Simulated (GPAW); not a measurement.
# linear Ru chain, spacing 2.521 A: a ladder in the smearing

Two starts of linear Ru chain, spacing 2.521 A are run at each rung of the smearing. Which rung is enough?

Method: PBE; plane waves with GPAW's PAW setups, scalar-relativistic, in GPAW 26.7.0.

This is a report of a sequence of runs, with most program output left out.

### Step 1. Starting point

The cell holds 1 atom: 1 Ru. Cell: a = 12.000 Å, b = 12.000 Å, c = 2.521 Å, α = 90.0°, β = 90.0°, γ = 90.0°. model lattice. Vacuum lies along a and b. The structure's axis is c.

### Step 2. Rung 1 (width 0.4 eV), start ferro +

A wide smearing converges easily but acts like a high temperature on the moments; each rung narrows it.

File order1.py:

```python
import json
import numpy as np
from ase import Atoms
from ase.parallel import paropen, parprint
from gpaw import GPAW

atoms = Atoms(['Ru'],
    cell=[[12.0, 0.0, 0.0],
         [0.0, 12.0, 0.0],
         [0.0, 0.0, 2.521]],
    scaled_positions=[[0.5, 0.5, 0.0]],
    pbc=True,
    magmoms=[1.5])
atoms.calc = GPAW(mode={'name': 'pw', 'ecut': 550},
    xc='PBE',
    kpts={'size': (1, 1, 10), 'gamma': True},
    occupations={'name': 'fermi-dirac', 'width': 0.4},
    convergence={'density': 1e-05, 'energy': 1e-05},
    maxiter=200,
    symmetry={'tolerance': 1e-4},
    txt='order1.txt')
e = atoms.get_potential_energy(force_consistent=True)
res = {'free_energy': e, 'energy_sigma0': atoms.get_potential_energy(), 'fermi_energy': atoms.calc.get_fermi_level()}
res['moments'] = atoms.get_magnetic_moments().tolist()
res['total'] = atoms.get_magnetic_moment()
parprint('site moments (muB):', np.round(res['moments'], 3))
parprint(f"total moment: {res['total']:.3f} muB")
parprint(f'free energy: {e:.6f} eV')
atoms.calc.write('order1.gpw')
with paropen('results.json', 'w') as f:
    json.dump(res, f)
```

The run is started by

```sh
OMP_NUM_THREADS=1 python3 order1.py > order1.log
```

Wall time 38 s (1 MPI rank of Intel Xeon Platinum 8375C at 2.90GHz (Ice Lake), shared host); peak memory 0.34 GiB.

Read from the output:

```
magnetization  : 0.9870 μB
final state    : ferromagnetic
largest moment : 0.8088 μB
```

After 16 cycles the largest moment stands at 0.809 μB.

### Step 3. Rung 1 (width 0.4 eV), start antiferro q=(0,0,1/2) +-

The second start gives the energy difference between the two end states, the quantity that is followed up the ladder. Its q is in fractions of the reciprocal vectors of the first run's cell.

order2.py is the script of step 2 with these lines changed:

```diff
@@ -6,12 +6,13 @@
 
-atoms = Atoms(['Ru'],
+atoms = Atoms(['Ru', 'Ru'],
     cell=[[12.0, 0.0, 0.0],
          [0.0, 12.0, 0.0],
-         [0.0, 0.0, 2.521]],
-    scaled_positions=[[0.5, 0.5, 0.0]],
+         [0.0, 0.0, 5.042]],
+    scaled_positions=[[0.5, 0.5, 0.0],
+         [0.5, 0.5, 0.5]],
     pbc=True,
-    magmoms=[1.5])
+    magmoms=[1.5, -1.5])
 atoms.calc = GPAW(mode={'name': 'pw', 'ecut': 550},
     xc='PBE',
-    kpts={'size': (1, 1, 10), 'gamma': True},
+    kpts={'size': (1, 1, 5), 'gamma': True},
     occupations={'name': 'fermi-dirac', 'width': 0.4},
@@ -20,3 +21,3 @@
     symmetry={'tolerance': 1e-4},
-    txt='order1.txt')
+    txt='order2.txt')
 e = atoms.get_potential_energy(force_consistent=True)
@@ -28,3 +29,3 @@
 parprint(f'free energy: {e:.6f} eV')
-atoms.calc.write('order1.gpw')
+atoms.calc.write('order2.gpw')
 with paropen('results.json', 'w') as f:
```

The run is started by

```sh
OMP_NUM_THREADS=1 python3 order2.py > order2.log
```

Wall time 87 s (1 MPI rank); peak memory 0.56 GiB.

This step gave:

```
magnetization  : 0 μB
final state    : antiferromagnetic
largest moment : 1.090 μB
```

This start lies -11.3 meV a seeded atom from the first; its largest moment is 1.09 μB.

### Step 4. Rung 2 (width 0.2 eV), start ferro +

order1.py is the script of step 2 with these lines changed:

```diff
@@ -16,3 +16,3 @@
     kpts={'size': (1, 1, 10), 'gamma': True},
-    occupations={'name': 'fermi-dirac', 'width': 0.4},
+    occupations={'name': 'fermi-dirac', 'width': 0.2},
     convergence={'density': 1e-05, 'energy': 1e-05},
```

The run is started by

```sh
OMP_NUM_THREADS=1 python3 order1.py > order1.log
```

The job ended after 43 s (1 MPI rank; peak memory 0.34 GiB).

Read from the output:

```
magnetization  : 1.875 μB
final state    : ferromagnetic
largest moment : 1.544 μB
```

The largest moment moves by +0.73 μB from rung 1, at 1.1 times its CPU time.

### Step 5. Rung 2 (width 0.2 eV), start antiferro q=(0,0,1/2) +-

order2.py is the script of step 3 with these lines changed:

```diff
@@ -17,3 +17,3 @@
     kpts={'size': (1, 1, 5), 'gamma': True},
-    occupations={'name': 'fermi-dirac', 'width': 0.4},
+    occupations={'name': 'fermi-dirac', 'width': 0.2},
     convergence={'density': 1e-05, 'energy': 1e-05},
```

The run is started by

```sh
OMP_NUM_THREADS=1 python3 order2.py > order2.log
```

Wall time 1.8 min (1 MPI rank); peak memory 0.57 GiB.

Numbers from this step:

| Quantity | Value |
| --- | --- |
| magnetization | 0 μB |
| final state | antiferromagnetic |
| largest moment | 1.490 μB |

This start lies -19.8 meV a seeded atom from the first, a change of -8.6 meV since rung 1; its largest moment is 1.49 μB.

### Step 6. Rung 3 (width 0.1 eV), start ferro +

order1.py is the script of step 4 with these lines changed:

```diff
@@ -16,3 +16,3 @@
     kpts={'size': (1, 1, 10), 'gamma': True},
-    occupations={'name': 'fermi-dirac', 'width': 0.2},
+    occupations={'name': 'fermi-dirac', 'width': 0.1},
     convergence={'density': 1e-05, 'energy': 1e-05},
```

The run is started by

```sh
OMP_NUM_THREADS=1 python3 order1.py > order1.log
```

It took 48 s on 1 MPI rank; peak memory 0.34 GiB.

Numbers from this step:

```
magnetization  : 1.526 μB
final state    : ferromagnetic
largest moment : 1.255 μB
```

The largest moment moves by -0.29 μB from rung 2, at 1.1 times its CPU time.

### Step 7. Rung 3 (width 0.1 eV), start antiferro q=(0,0,1/2) +-

order2.py is the script of step 5 with these lines changed:

```diff
@@ -17,3 +17,3 @@
     kpts={'size': (1, 1, 5), 'gamma': True},
-    occupations={'name': 'fermi-dirac', 'width': 0.2},
+    occupations={'name': 'fermi-dirac', 'width': 0.1},
     convergence={'density': 1e-05, 'energy': 1e-05},
```

The run is started by

```sh
OMP_NUM_THREADS=1 python3 order2.py > order2.log
```

Elapsed: 2.4 min, on 1 MPI rank; peak memory 0.56 GiB.

Read from the output:

```
magnetization  : 0 μB
final state    : antiferromagnetic
largest moment : 1.465 μB
```

This start lies +0.1 meV a seeded atom from the first, a change of +19.9 meV since rung 2; its largest moment is 1.47 μB.

### Step 8. Rung 4 (width 0.05 eV), start ferro +

order1.py is the script of step 6 with these lines changed:

```diff
@@ -16,3 +16,3 @@
     kpts={'size': (1, 1, 10), 'gamma': True},
-    occupations={'name': 'fermi-dirac', 'width': 0.1},
+    occupations={'name': 'fermi-dirac', 'width': 0.05},
     convergence={'density': 1e-05, 'energy': 1e-05},
```

The run is started by

```sh
OMP_NUM_THREADS=1 python3 order1.py > order1.log
```

The job ended after 38 s (1 MPI rank; peak memory 0.34 GiB).

Numbers from this step:

- magnetization: 1.213 μB
- final state: ferromagnetic
- largest moment: 0.9800 μB

The largest moment moves by -0.28 μB from rung 3, at 0.78 times its CPU time.

### Step 9. Rung 4 (width 0.05 eV), start antiferro q=(0,0,1/2) +-

order2.py is the script of step 7 with these lines changed:

```diff
@@ -17,3 +17,3 @@
     kpts={'size': (1, 1, 5), 'gamma': True},
-    occupations={'name': 'fermi-dirac', 'width': 0.1},
+    occupations={'name': 'fermi-dirac', 'width': 0.05},
     convergence={'density': 1e-05, 'energy': 1e-05},
```

The run is started by

```sh
OMP_NUM_THREADS=1 python3 order2.py > order2.log
```

Elapsed: 3.3 min, on 1 MPI rank; peak memory 0.57 GiB.

Read from the output:

```yaml
magnetization: 0 μB
final_state: antiferromagnetic
largest_moment: 1.466 μB
```

This start lies +41.9 meV a seeded atom from the first, a change of +41.9 meV since rung 3; its largest moment is 1.47 μB.

### Step 10. Rung 5 (width 0.02 eV), start ferro +

order1.py is the script of step 8 with these lines changed:

```diff
@@ -16,3 +16,3 @@
     kpts={'size': (1, 1, 10), 'gamma': True},
-    occupations={'name': 'fermi-dirac', 'width': 0.05},
+    occupations={'name': 'fermi-dirac', 'width': 0.02},
     convergence={'density': 1e-05, 'energy': 1e-05},
```

The run is started by

```sh
OMP_NUM_THREADS=1 python3 order1.py > order1.log
```

Elapsed: 38 s, on 1 MPI rank; peak memory 0.34 GiB.

Read from the output:

```yaml
magnetization: 1.200 μB
final_state: ferromagnetic
largest_moment: 0.9658 μB
```

The largest moment moves by -0.01 μB from rung 4, at 1.00 times its CPU time.

### Step 11. Rung 5 (width 0.02 eV), start antiferro q=(0,0,1/2) +-

order2.py is the script of step 9 with these lines changed:

```diff
@@ -17,3 +17,3 @@
     kpts={'size': (1, 1, 5), 'gamma': True},
-    occupations={'name': 'fermi-dirac', 'width': 0.05},
+    occupations={'name': 'fermi-dirac', 'width': 0.02},
     convergence={'density': 1e-05, 'energy': 1e-05},
```

The run is started by

```sh
OMP_NUM_THREADS=1 python3 order2.py > order2.log
```

Wall time 3.5 min (1 MPI rank); peak memory 0.57 GiB.

Read from the output:

```yaml
magnetization: 0 μB
final_state: antiferromagnetic
largest_moment: 1.471 μB
```

This start lies +73.7 meV a seeded atom from the first, a change of +31.7 meV since rung 4; its largest moment is 1.47 μB.

### Step 12. Side by side

Ladder, by row:

```
rung  smearing (eV)  state from the first start  state from the second start  second less first (meV a seeded atom)  moment, first (μB)  moment, second (μB)  CPU time (s)
   1            0.4               ferromagnetic            antiferromagnetic                                 -11.25              0.8088                 1.09           125
   2            0.2               ferromagnetic            antiferromagnetic                                 -19.82               1.544                 1.49         153.6
   3            0.1               ferromagnetic            antiferromagnetic                                0.05842               1.255                1.465         194.8
   4           0.05               ferromagnetic            antiferromagnetic                                  41.93                0.98                1.466         238.1
   5           0.02               ferromagnetic            antiferromagnetic                                  73.67              0.9658                1.471         244.6
```

### Step 13. Summary of results

* range of the moment in the table, first start: 0.809 to 1.54 μB
* range of CPU time: 2.1 min to 4.1 min
* range of the energy difference: -19.8 to 73.7 meV a seeded atom

**Reading.** Only the last rung can serve as the reference, and the rung before it is still 32 meV away, so convergence is not shown. The sign of the difference changes along the ladder, so the order that comes out lowest hangs on the rung. The mesh stays the same, and a narrow smearing needs a finer one, so the last rung is no sure reference.

[Logs and program files are shortened in this print: banners, set-up blocks, solver, clock and traceback lines can be left out without a mark of their own.]

[Logs are printed without paths, hosts, clocks, repeated set-up lines and the standing remarks that a program may print on its own settings, such as how far it seeks lower states.]

[Hosts, paths, dates, database ids (printed as entryN), source tags and the programs' standing remarks are cut or masked in the printed files.]

[Where a cell is said to come from a database of computed structures, the database is the Materials Project.]
